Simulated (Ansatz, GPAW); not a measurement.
# Work function of a 3-layer slab of Pd(100) at several levels, part 2 of 2

How far do functional and basis move the work function of a 3-layer slab of Pd(100)?

GPAW 26.7.0 and Ansatz 0.2.0; GPAW, PAW setups; slab in vacuum (the session's first sound run).

So far, upper work function (eV): step 2 (relaxation, PBE, GPAW) 5.09; step 5 (self-consistent run: xc = "RPBE") 4.90; step 6 (OptPBE vdW: xc = "optPBE-vdW", GPAW, PAW setups, GPAW) 5.27; step 7 (real-space grid: mode = "fd", PBE, GPAW) 5.09; step 8 (atomic orbitals: mode = "lcao", PBE, GPAW) 5.11.

## (10) A second plane-wave code

A second program with its own datasets checks the number independently.

This step: Ansatz plane waves; slab in vacuum with a dipole correction; PAW set soft_1 (Ansatz 0.2.0).

input.yaml

```yaml
crystal:
  lattice:
    - [2.7506453788, 0.0, 0.0]
    - [0.0, 2.7506453788, 0.0]
    - [0.0, 0.0, 17.89]
  atoms:
    - { symbol: Pd, position: [0.0, 0.0, 0.3912800447] }
    - { symbol: Pd, position: [0.4999990223, 0.4999990223, 0.5019994724] }
    - { symbol: Pd, position: [0.0, 0.0, 0.6126435481] }
kpoints:
  mp_grid: { grid: [11, 11, 1] }
hamiltonian:
  xc: pbe
  pseudopotentials: { kind: paw, azcp: { folder: soft_1 } }
scf:
  occupations: { method: fermi_dirac, width: 0.1 }
efield:
  axis: 3
  dipole_correction: true
  ramp_width: 0.05
output:
  forces: true
  write_potential: true
  write_density: true
  volumetric_format: npy
  elf: true
```

The run is started by

```bash
$ ansatz run input.yaml --threads 4 --pin off --max-ram 8192MiB --backend cpu --events-out ev --progress --plain --runs-dir out
```

Numbers of over 12 decimals in the logs are rounded to 6 here.

Output:

```text
Warning: the atoms were moved onto the symmetric positions of the space group found under crystal.symmetry.tolerance 1.0e-5 (fractional; no operation is sought that the atoms, as they stand in a round, miss by more than twice it, and no atom is moved by as much as it), and the run uses the moved positions. Before a round's move an operation carried an atom to 5.07e-6 Å from where it should land, the largest such dist [...]
Engine: ansatz 0.2.0, aarch64-unknown-linux-gnu
Pseudopotentials: kind: paw
Pseudopotential: Pd, paw, valence charge 18, recommended cutoff 420 eV (normal), soft_1/Pd.paw.azcp
Functional definition: PBE
  parameter kappa = 0.804
  parameter beta = 0.066725
  exchange = pbe_x(kappa = kappa, mu = beta*pi^2/3)
  correlation = pbe_c(beta = beta)
Crystal: 3 atoms, lattice volume = 135.357 Å³
Basis set: ecut = 420 eV, 2695 PW (Γ), exchange–correlation on 40×40×240 points (8 copies of the dense FFT grid, shifted against one another)
Bands: 33, of which v1, the nominal top of the filled ones, is band 27 counted from 1 (26 counted from 0)
Symmetry: 8 space group operations
Space group: P4mm (ITA 99), of the structure as read, at distance tolerance 5.1e-5 Å
k-points: 21 of 121
Non-local potential: Pd, projectors of the file, l = 0: 2, l = 1: 2, l = 2: 2, l = 3: 1
PAW form: soft (Blöchl's): semilocal exchange-correlation on the pseudo side does not see the compensation charge
PAW one-centre angular grid: Pd, 590 points (default); XC on 64 Gauss nodes
Initial density: superposition of atomic densities (neutral atoms: chi_scale 0, normalization atom)
Initial wavefunctions: pseudopotential atomic-orbital guess
Functional: x = pbe(κ = 0.804, μ = 0.219515), c = pbe(β = 0.066725)
SCF iter   1: F=—  HF=-20920.212695 eV  |F-HF|=—  |Δ(HF+E_count)|=         —  Δρ=9.28e-2  dr2=1.44e1  ethr=3.10e-3  p=-0.000 e·Å  D=-2.67e-8 V/Å  ΔV_dip=0.00 eV  dr2_dipole=1.13e-5  V_vac-E_F(+/−)=2.72/2.72 eV  ⟨swp⟩=6.6  Hψ=2876  notcnv=0
efield: sawtooth ramp at fractional position 0.9770 (placed from the atoms, in the widest stretch of the axis that holds none; the zero of the levels goes with the place), width 0.0500; the density the first Hamiltonian is built on has a dipole p = -0.000 e·Å; the dipole correction subtracts the counter field D = -2.67e-8 V/Å, which shifts the + side's vacuum level by +0.00 eV against the − side's; the planar-averaged density in the ramp window peaks in size at 1.1e-6 e/Å³
preconditioner: auto → LDOS  [metal: Δε(μ)=0.034 eV  Ē_g=5.974 eV  σ=0.100 eV  W_gap=0.09  n_scr=24 (ndim 8)  ℏωp=17.5 eV  f_vac=0.604  D(μ)=6.22/eV (n_scr^D=60)  β→1.0]
SCF iter   2: F=—  HF=-20920.065019 eV  |F-HF|=—  |Δ(HF+E_count)|=   1.48e-1  Δρ=9.49e-2  dr2=1.06e1  ethr=3.10e-3  p=0.000 e·Å  D=6.56e-5 V/Å  ΔV_dip=-0.00 eV  dr2_dipole=2.85e-5  V_vac-E_F(+/−)=5.22/5.22 eV  ⟨swp⟩=3.1  Hψ=1965  notcnv=0  defer=5
SCF iter   3: F=—  HF=-20917.370686 eV  |F-HF|=—  |Δ(HF+E_count)|=    2.69e0  Δρ=1.12e-2  dr2=1.91e-1  ethr=3.10e-3  p=0.000 e·Å  D=2.15e-4 V/Å  ΔV_dip=-0.00 eV  dr2_dipole=3.29e-7  V_vac-E_F(+/−)=5.13/5.14 eV  ⟨swp⟩=3.1  Hψ=1868  notcnv=0  defer=9
SCF iter   4: F=—  HF=-20917.380051 eV  |F-HF|=—  |Δ(HF+E_count)|=   9.36e-3  Δρ=4.41e-3  dr2=1.36e-1  ethr=3.53e-4  p=0.000 e·Å  D=1.41e-4 V/Å  ΔV_dip=-0.00 eV  dr2_dipole=1.66e-5  V_vac-E_F(+/−)=4.94/4.94 eV  ⟨swp⟩=2.1  Hψ=1232  notcnv=0  defer=8
SCF iter   5: F=—  HF=-20917.375369 eV  |F-HF|=—  |Δ(HF+E_count)|=   4.68e-3  Δρ=2.82e-3  dr2=5.41e-2  ethr=2.52e-4  p=0.000 e·Å  D=2.99e-5 V/Å  ΔV_dip=-0.00 eV  dr2_dipole=1.19e-6  V_vac-E_F(+/−)=4.98/4.98 eV  ⟨swp⟩=1.7  Hψ=710  notcnv=0  defer=8
SCF iter   6: F=—  HF=-20917.373071 eV  |F-HF|=—  |Δ(HF+E_count)|=   2.30e-3  Δρ=1.20e-3  dr2=8.65e-3  ethr=1.00e-4  p=0.000 e·Å  D=4.43e-5 V/Å  ΔV_dip=-0.00 eV  dr2_dipole=5.09e-6  V_vac-E_F(+/−)=5.04/5.04 eV  ⟨swp⟩=1.8  Hψ=716  notcnv=0  defer=8
SCF iter   7: F=—  HF=-20917.372526 eV  |F-HF|=—  |Δ(HF+E_count)|=   5.45e-4  Δρ=3.35e-4  dr2=2.78e-4  ethr=1.60e-5  p=-0.000 e·Å  D=-5.86e-5 V/Å  ΔV_dip=0.00 eV  dr2_dipole=2.62e-6  V_vac-E_F(+/−)=5.08/5.08 eV  ⟨swp⟩=2.0  Hψ=988  notcnv=0  defer=8
SCF iter   8: F=—  HF=-20917.372571 eV  |F-HF|=—  |Δ(HF+E_count)|=   4.54e-5  Δρ=1.10e-4  dr2=2.28e-5  ethr=5.15e-7  p=-0.000 e·Å  D=-4.09e-5 V/Å  ΔV_dip=0.00 eV  dr2_dipole=1.81e-7  V_vac-E_F(+/−)=5.09/5.09 eV  ⟨swp⟩=2.0  Hψ=1059  notcnv=0  defer=8
SCF iter   9: F=—  HF=-20917.372643 eV  |F-HF|=—  |Δ(HF+E_count)|=   7.21e-5  Δρ=2.85e-5  dr2=1.25e-6  ethr=4.22e-8  p=-0.000 e·Å  D=-8.63e-6 V/Å  ΔV_dip=0.00 eV  dr2_dipole=5.72e-9  V_vac-E_F(+/−)=5.09/5.09 eV  ⟨swp⟩=2.0  Hψ=1016  notcnv=0  defer=8
SCF iter  10: F=—  HF=-20917.372644 eV  |F-HF|=—  |Δ(HF+E_count)|=   9.06e-7  Δρ=9.00e-6  dr2=1.31e-7  ethr=2.31e-9  p=-0.000 e·Å  D=-2.07e-5 V/Å  ΔV_dip=0.00 eV  dr2_dipole=1.11e-8  V_vac-E_F(+/−)=5.09/5.09 eV  ⟨swp⟩=2.0  Hψ=1007  notcnv=0  defer=8
SCF iter  11: F=-20917.372644 eV  HF=-20917.372644 eV  |F-HF|=2.69e-9  |Δ(HF+E_count)|=   1.23e-7  Δρ=2.78e-6  dr2=1.54e-8  ethr=1.85e-10  p=-0.000 e·Å  D=-4.22e-6 V/Å  ΔV_dip=0.00 eV  dr2_dipole=4.43e-10  V_vac-E_F(+/−)=5.09/5.09 eV  ⟨swp⟩=16.1  Hψ=5552  notcnv=0
SCF 1 converged in 11 iterations: F = -20917.372644 eV  dr2 = 1.54e-8
  greatest PAW one-centre occupation: 0.999 electrons in one spin orbital (limit 2), on the Pd atom at site 2 (counted from 0), in its partial waves of l = 0
WARN: The input density's exchange-correlation potential varies sharply where the density is thin. Do not read a vacuum level from v_tot or v_xc, or from such a field of the output density. On a cell that repeats whose density bears no net charge and no dipole along the vacuum's axis use v_es (v_loc + v_h of the components); under efield.dipole_correction with no amplitude use v_es + v_field, which holds any external [...]
SCF converged after 11 iterations
Free energy (F): -20917.372644 eV
Harris-Foulkes:  -20917.372644 eV  (|F-HF|=2.69e-9)
Internal energy: -20917.171563 eV  (E = F + TS)
E sigma→0 (E₀):  -20917.272104 eV
Entropy (-TS):   -0.201081 eV (-67.027 meV/atom)
Fermi energy:    3.004395 eV
Dipole field:    D = -0.000039 V/Å  (p = -0.000029 e·Å, saw-weighted, corrected)
Work function:   Φ+ = 5.0902 eV   Φ− = 5.0895 eV
Levels:          The Fermi level and band energies are counted from a zero that moves with the ramp; work functions are not
--- Per-component energies (eV) ---
  E_band       = -1296.284541
  E_kinetic    = 1345.063186
  E_local      = -53786.693677  (includes V_loc(G=0)·N_el)
  E_nonlocal   = 1114.033842
  E_hartree    = 25917.824422
  E_xc         = -412.641973
  E_vxc        = -521.392724  (∫ρ·V_xc dr)
  E_paw        = -11434.374462  (= ΣΔE_a)
  E_vpaw       = -1282.935369  (= ΣTr[D̂ρ^β])
  E_aug_tail   = 0.000718  (compensation charges beyond the density's cutoff)
  E_efield     = 0.000000  (sawtooth field / dipole correction)
  E_vefield    = 0.000000  (∫n·V_field dr)
  E_ewald      = 16339.616381
  E_smearing   = -0.201081  (= −TS)
  E_closure    = -0.000000  (closes the sum)
  Σ components = -20917.372644   (vs F -20917.372644, Δ=0.00e0)
--- Forces (eV/Å), atoms counted from 1 ---
  atom   1  Pd     0.00000000     0.00000000     0.00950189
  atom   2  Pd     0.00000000     0.00000000    -0.00618397
  atom   3  Pd     0.00000000     0.00000000    -0.00342841
  max |Σ_I F_I| component: 1.10e-4 eV/Å
--- Band table (eV; the first three rows and the last of 21) ---
  k-point 0: bands = [... 23 lower, 2.0908, 2.1936, 2.7468, 3.0103, 3.0432, 3.0432, 3.5403, 5.4302, ... 2 higher]
  k-point 1: bands = [... 23 lower, 1.8706, 2.3164, 2.5972, 2.7159, 2.9253, 3.0947, 3.9133, 5.9313, ... 2 higher]
  k-point 2: bands = [... 23 lower, 1.8165, 2.2953, 2.3397, 2.4964, 2.7986, 3.1089, 4.6716, 6.9433, ... 2 higher]
  k-point 20: bands = [... 23 lower, 2.7624, 3.2190, 3.4813, 3.5429, 7.3611, 8.2249, 10.0876, 11.1473, ... 2 higher]
```

Run time: 6.1 s. Hardware: 4 threads of Arm Neoverse N1, shared host; peak memory 0.41 GiB.

The column dr2 measures how far the density is from self-consistency, as an energy; F and HF (Harris–Foulkes) agree once it is small.

Numbers from this step:

| Quantity | Value |
| --- | --- |
| free energy | -20917.3726 eV |
| smearing term TS | 0.2011 eV |
| symmetry operations | 8 |
| upper work function | 5.090 eV |
| lower work function | 5.089 eV |
| dipole along the normal | -2.89e-5 e·Å |
| dipole field | -3.86e-5 V/Å |
| vacuum level above | 8.095 eV |
| vacuum level below | 8.094 eV |

Electrostatic potential energy of an electron (with the applied field's), less the Fermi level, planar mean against z:

z (Å), electrostatic potential energy of an electron (with the applied field's), less the Fermi level, planar mean (eV) and a bar from the least value:
```
      0.0        5.1 ##############################
      0.5        5.1 ##############################
      1.0        5.1 ##############################
      1.5        5.1 ##############################
      2.0        5.1 ##############################
      2.5        5.1 ##############################
      3.0        5.1 ##############################
      3.5        5.1 ##############################
      4.0        5.1 ##############################
      4.5        5.0 ##############################
      5.0        4.9 ##############################
      5.5        4.3 #############################
      6.0        1.7 #########################
      6.5       -8.4 ###########
      7.0      -15.8 
      7.5       -8.6 ##########
      8.0       -1.0 #####################
      8.5       -9.2 #########
      9.0      -15.7 
      9.5       -8.4 ###########
     10.0       -0.9 #####################
     10.5       -9.4 #########
     11.0      -15.6 
     11.5       -7.4 ############
     12.0        2.1 ##########################
     12.5        4.3 #############################
     13.0        4.9 ##############################
     13.5        5.0 ##############################
     14.0        5.1 ##############################
     14.5        5.1 ##############################
     15.0        5.1 ##############################
     15.5        5.1 ##############################
     16.0        5.1 ##############################
     16.5        5.1 ##############################
     17.0        5.1 ##############################
     17.5        5.1 ##############################
```

Valence density, planar mean against z:

```csv
z (Å),"valence density, planar mean (e/Å³)"
3.5,1.6e-4
4.0,5.9e-4
4.5,0.00224
5.0,0.00864
5.5,0.0341
6.0,0.161
6.5,1.05
7.0,2.28
7.5,1.09
8.0,0.355
8.5,1.12
9.0,2.27
9.5,1.01
10.0,0.351
10.5,1.21
11.0,2.25
11.5,0.917
12.0,0.141
12.5,0.0306
13.0,0.00769
13.5,0.00203
14.0,5.4e-4
14.5,1.4e-4
```

Electrostatic potential energy in the ca plane at fractional y = 1.000, with atoms of Pd within 0.2 Å of it. With pseudopotentials it is smooth inside the atoms' cores, unlike the true potential.

Ten even steps from '0' (-52 eV) to '9' (8 eV), each cell a mean:
```
99999999999999950016999984002799999999999999
99999999999999973247999996325899999999999999
99999999999999997679999998778999999999999999
99999999999999999999999999999999999999999999
99999999999999998889999999888999999999999999
99999999999999985458999997446899999999999999
99999999999999961026999985103799999999999999
99999999999999840005999983001699999999999999
```
Columns run along c (17.9 Å; values clipped at the 3rd and 97th percentile), rows up along a (2.8 Å). Atoms in or near the plane, at fractional coordinates: Pd at (0.39, 0.00), Pd at (0.61, 0.00).

Valence density in the ca plane at fractional y = 1.000, with atoms of Pd within 0.2 Å of it. It is the smooth field of the valence electrons, not physical close to the nuclei.

Ten steps, logarithmic in the rise over the least value, from '0' (0 e/Å³) to '9' (16 e/Å³), each cell a mean:
```
00000000000000258985211126997410000000000000
00000000000000136763211124775210000000000000
00000000000000023432112112343100000000000000
00000000000000012221122211221100000000000000
00000000000000012322122112232100000000000000
00000000000000135653111123564200000000000000
00000000000000147874211125887310000000000000
00000000000000269985211137998410000000000000
```
Columns run along c (17.9 Å), rows up along a (2.8 Å). Atoms in or near the plane, at fractional coordinates: Pd at (0.39, 0.00), Pd at (0.61, 0.00).

ELF in the ca plane at fractional y = 1.000, with atoms of Pd within 0.2 Å of it. It is the smooth field of the valence electrons, not physical close to the nuclei.

Ten even steps from '0' (0.00) to '9' (0.43), each cell a mean:
```
00000000000012498688433359769832100000000000
00000000000012379996433447999531000000000000
00000000000012346654444444675421000000000000
00000000000011344444444444444321000000000000
00000000000012345544444444454421000000000000
00000000000012368875444446887531000000000000
00000000000012489797433359879732100000000000
00000000000012597579433359659842100000000000
```
Columns run along c (17.9 Å), rows up along a (2.8 Å). Atoms in or near the plane, at fractional coordinates: Pd at (0.39, 0.00), Pd at (0.61, 0.00).

The upper face's work function is 5.090 eV, against 5.087 eV in the first plane-wave PBE run at this geometry.

## (11) Side by side

Results and costs are gathered.

This step: comparison of work functions, dipole and cost; PAW set soft_1 (GPAW 26.7.0).

Ladder, by row:

```csv
step,code,"work function, upper (eV)","work function, lower (eV)",dipole (e Å),wall time (s),peak memory (GiB),threads
pw,GPAW,5.087,5.087,-4.41e-6,87.48,0.18,1
LDA,GPAW,5.495,5.494,-1.24e-5,82.98,0.18,1
RPBE,GPAW,4.899,4.897,-3.93e-5,92.57,0.18,1
optPBE-vdW,GPAW,5.271,5.269,-7.43e-5,97.51,0.27,1
fd,GPAW,5.086,5.085,-5.42e-6,725.2,0.69,1
lcao,GPAW,5.108,5.108,-2.18e-6,2067,0.35,1
ansatz,Ansatz,5.09,5.089,-2.89e-5,6.09,0.408,4
```

## (12) A changed run

One more run, with changed settings.

This step: GPAW, PAW setups; slab in vacuum (GPAW 26.7.0).

run.py

```python
import json
import numpy as np
from ase import Atoms
from gpaw import GPAW, PW
from gpaw.external import ConstantElectricField

slab = Atoms(
    ['Pd', 'Pd', 'Pd'],
    positions=[
        [0.00000, 0.00000, 7.00000],
        [1.37532, 1.37532, 8.98077],
        [-0.00000, 0.00000, 10.96019]],
    cell=[[2.75065, 0.0, 0.0], [0.0, 2.75065, 0.0], [0.0, 0.0, 17.89]],
    pbc=[True, True, False])

slab.calc = GPAW(mode=PW(400), xc='PBE', kpts={'size': (11, 11, 1), 'gamma': True},
                 occupations={'name': 'fermi-dirac', 'width': 0.1}, nbands='160%',
                 convergence={'density': 1e-05}, maxiter=100,
                 poissonsolver={'dipolelayer': 'xy'},
                 external=ConstantElectricField(1.5, [0, 0, 1]),
                 symmetry={'tolerance': 1e-3}, txt='slab.txt')
result = {}
energy = slab.get_potential_energy()
fermi = slab.calc.get_fermi_level()
v = slab.calc.get_electrostatic_potential().mean((0, 1)) - fermi
n = slab.calc.get_pseudo_density().mean((0, 1))
L = slab.cell[2, 2]
z = np.arange(len(v)) * L / len(v)
low, high = slab.positions[:, 2].min(), slab.positions[:, 2].max()
below, above = np.interp([low - 4.8, high + 4.8], z, v)
slopes = [np.interp(x, z, np.gradient(v, z)) for x in (low - 4.8, high + 4.8)]
eps = np.array([[slab.calc.get_eigenvalues(k, s) for k in range(len(slab.calc.get_ibz_k_points()))]
                for s in range(slab.calc.get_number_of_spins())]) - fermi
top, bottom = eps[eps < 0].max(), eps[eps > 0].min()
dipole = slab.get_dipole_moment()[2]
print(f'energy {energy:.4f} eV, Fermi level {fermi:.4f} eV, dipole {dipole:.5f} e A')
print(f'potential 4.8 A off the faces, from the Fermi level: lower {below:.4f} eV, upper {above:.4f} eV')
print(f'slope of the potential there: lower {slopes[0]:.5f}, upper {slopes[1]:.5f} eV/A')
print(f'nearest levels on the mesh: {top:.4f} and {bottom:.4f} eV')
print('magnetic moment', round(slab.get_magnetic_moment(), 3))
result.update(energy=energy, fermi=fermi, dipole=dipole, below=below, above=above, slopes=slopes, edges=[top, bottom],
              z=z.tolist(), v=v.tolist(), n=n.tolist(), positions=slab.positions.tolist(),
              forces=slab.get_forces(apply_constraint=False).tolist(), moments=slab.get_magnetic_moments().tolist())
json.dump(result, open('result.json', 'w'))
```

The run is started by

```bash
$ OMP_NUM_THREADS=1 OPENBLAS_NUM_THREADS=1 python run.py
```

Output:

```text
energy -10.4138 eV, Fermi level -0.5335 eV, dipole 0.47001 e A
potential 4.8 A off the faces, from the Fermi level: lower 11.0923 eV, upper -0.0544 eV
slope of the potential there: lower -0.10965, upper 0.00340 eV/A
nearest levels on the mesh: -0.0182 and 0.0001 eV
magnetic moment 0.0
```

Wall time 5.3 min (1 thread); peak memory 0.28 GiB.

The run finished. A setting was moved off its sound value on purpose, so it serves as a test and not as the result.

The fault put into the input: a field far too strong (field = 1.5).

Side by side:

```csv
quantity,this run,sound run,difference
dipole along the normal (e·Å),0.47001,-4.413e-6,0.470
```

One result that differs is the dipole along the normal, 0.470 e·Å against -4.4e-6 e·Å.

## (13) What came out

```
work function, both faces : 5.09 eV
dipole along the normal   : -4.4e-6 e Å, near the numerical noise
```

What this shows: With plane waves and PBE the work function is 5.09 eV on the upper face and 5.09 eV on the lower. Over the sound runs of the table the upper face's work function spans 4.899 (RPBE) to 5.495 eV (LDA). The two plane-wave codes differ by 0.0030 eV on the upper face. The slab is only 4.0 Å thick between its outer nuclei, so the values belong to this film more than to the surface of the bulk metal. The in-plane lattice was kept as typed, which isn't the functional's own and leaves some strain; spin-orbit coupling and temperature are left out.

[Logs are printed without paths, hosts, clocks, repeated set-up lines and the standing remarks that a program may print on its own settings, such as how far it seeks lower states.]

[Hosts, paths, dates, database ids (printed as entryN), source tags and the programs' standing remarks are cut or masked in the printed files.]
